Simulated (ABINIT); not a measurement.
Records of electronic-structure calculations.

```xyz
6
Lattice="3.169 0.000 0.000 -1.585 2.744 0.000 0.000 0.000 12.324" Properties=species:S:1:pos:R:3 pbc="T T T" subject="MoS2 (P6_3/mmc): G0W0 with ABINIT, start to end" method="RPA screening on LDA, plane waves, norm-conserving pseudopotentials (and 2 further levels or steps)" program="ABINIT 10.8.3" settings="cutoff 36 Ha, PseudoDojo scalar-relativistic 0.4.1 standard, norm-conserving, potential set dojo-sr-lda-0.4.1-standard, ngkpt (3, 3, 1), nband 395, ecuteps 6.6 Ha, inclvkb 2, shiftk (0, 0, 0), symchi 1, awtr 1, frequency ppm, 3×3×1 k-mesh" notes="The database entry behind the starting cell differs from other determinations of this structure. The program’s warnings: nproc spkpt=  >= nkpt= * nsppol=. The cell and positions come from the Crystallography Open Database and are kept as given unless a step says otherwise. Limits: no spin-orbit coupling. Local fields lower the RPA ε∞ on this mesh from 19.69 to 17.38; a Γ-centred mesh this coarse tends to raise both, most where the direct gap is narrow, while a short band sum lowers them. The 3×3×1 mesh is coarse for this cell, which bears on the long-range parts of exchange and screening." lda_gap="0.82 eV, indirect" g0w0_gap_on_the_mesh="1.70 eV" g0w0_gap_over_the_zone_rigid_shift="1.49 eV" gw_settings="3×3×1 mesh, 395 bands, screening to 179.6 eV, Godby-Needs plasmon pole" known_limits="short of the basis limit; no spin-orbit coupling; coarse k mesh"
Mo    0.000    1.830    3.081
Mo    1.585    0.915    9.243
S     0.000    1.830    7.678
S     1.585    0.915    1.516
S     0.000    1.830   10.808
S     1.585    0.915    4.646
```

[Long decimals in the printed logs are rounded to 6 places.]

[Logs are printed without paths, hosts, clocks, repeated set-up lines and the standing remarks that a program may print on its own settings, such as how far it seeks lower states.]

[Paths, hosts, dates, memory and timing lines, banners, echoed tables and standing remarks are left out of the program output; an Ansatz launch command may be rebuilt from the run's recorded settings. Measured values are a selection of at most five: reports struck by readers or far from the other reports are left out. None is set beside runs whose start may be inverted or whose files or cutoffs have a known fault.]

[Runs of the session that timed out or met a known fault of the program may be left out.]

[Hosts, paths, dates, database ids (printed as entryN), source tags and the programs' standing remarks are cut or masked in the printed files.]

[G0W0 gaps are taken among the corrected bands and points alone; a level outside them can change the order at an edge.]

[Where Ansatz stands beside ABINIT at settings called matched, ABINIT's density can come from a denser mesh and the files from another edition; pairs whose starting gaps differed by over 0.03 eV were left out, so agreement reads better than it is.]
